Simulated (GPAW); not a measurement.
Consider InAg (Pm-3m).

```cif
data_structure
_symmetry_space_group_name_H-M 'P 1'
_symmetry_Int_Tables_number 1
_cell_length_a 3.4648
_cell_length_b 3.4648
_cell_length_c 3.4648
_cell_angle_alpha 90.000
_cell_angle_beta 90.000
_cell_angle_gamma 90.000
_cell_volume 41.59
loop_
_atom_site_label
_atom_site_type_symbol
_atom_site_fract_x
_atom_site_fract_y
_atom_site_fract_z
_atom_site_occupancy
In1 In 0.50000 0.50000 0.50000 1
Ag2 Ag 0.00000 0.00000 0.00000 1
```

Absorber: atom 2, with 8 In at 3.00 Å and 6 Ag at 3.46 Å (cube and octahedron, as in bcc, site symmetry m-3m). Method: GPAW, LDA, excited-electron core hole (neutral cell), 16-atom cell with 6.9 Å between holes, 4×4×4 k points, dipole transitions, Gaussian full width 2.4 eV up to 4 eV, rising linearly to 3.5 eV at 25 eV.

Q: Predict the near-edge structure at the Ag L₃ edge.

Main maxima up to 30 eV above the zero (height): 3.6 eV (0.83), 9.8 eV (0.89) and 15.8 eV (1.64). At an L edge the dipole rule selects empty d and s states; the absorber's d shell is nominally full, so the onset shows only d character mixed into the empty bands. 

The Ag L₃ spectrum (energy from the lowest empty level; intensity scaled to a mean of 1 over the first 20 eV):

```
E (eV)  intensity
 -2.00       0.02
 -1.25       0.10
 -0.50       0.24
  0.25       0.43
  1.00       0.60
  1.75       0.71
  2.50       0.79
  3.25       0.82
  4.00       0.82
  4.75       0.78
  5.50       0.74
  6.25       0.73
  7.00       0.77
  7.75       0.82
  8.50       0.85
  9.25       0.89
 10.00       0.89
 10.75       0.83
 11.50       0.77
 12.25       0.81
 13.00       0.98
 13.75       1.22
 14.50       1.45
 15.25       1.60
 16.00       1.64
 16.75       1.58
 17.50       1.47
 18.25       1.35
 19.00       1.28
 19.75       1.26
 20.50       1.27
 21.25       1.27
 22.00       1.24
 22.75       1.19
 23.50       1.14
 24.25       1.09
 25.00       1.05
 25.75       1.05
 26.50       1.07
 27.25       1.12
 28.00       1.18
 28.75       1.25
 29.50       1.33
 30.25       1.39
 31.00       1.41
 31.75       1.35
```

Only the L₃ part is meant: spin–orbit coupling of the core level isn't computed and the L₂ copy isn't added. The script folds with a Gaussian, whereas the core hole's own line is a Lorentzian, so the onset is too steep and the first peak too high. The structure is a computed Materials Project entry and may be a hypothetical form.

[Banner, clock and machine lines of the logs are left out without a mark of their own.]

[Logs are printed without paths, hosts, clocks, repeated set-up lines and the standing remarks that a program may print on its own settings, such as how far it seeks lower states.]

[Hosts, paths, dates, database ids (printed as entryN), source tags and the programs' standing remarks are cut or masked in the printed files.]

[Lists of maxima count a maximum above −3 eV only where it reaches 4 % of the highest in the window and stands out from its surroundings by 2 % of it (1.5 % where it reaches 55 %); shoulders and weaker maxima are passed over, and of the rest the first, up to two pre-edge ones and the few strongest are named.]
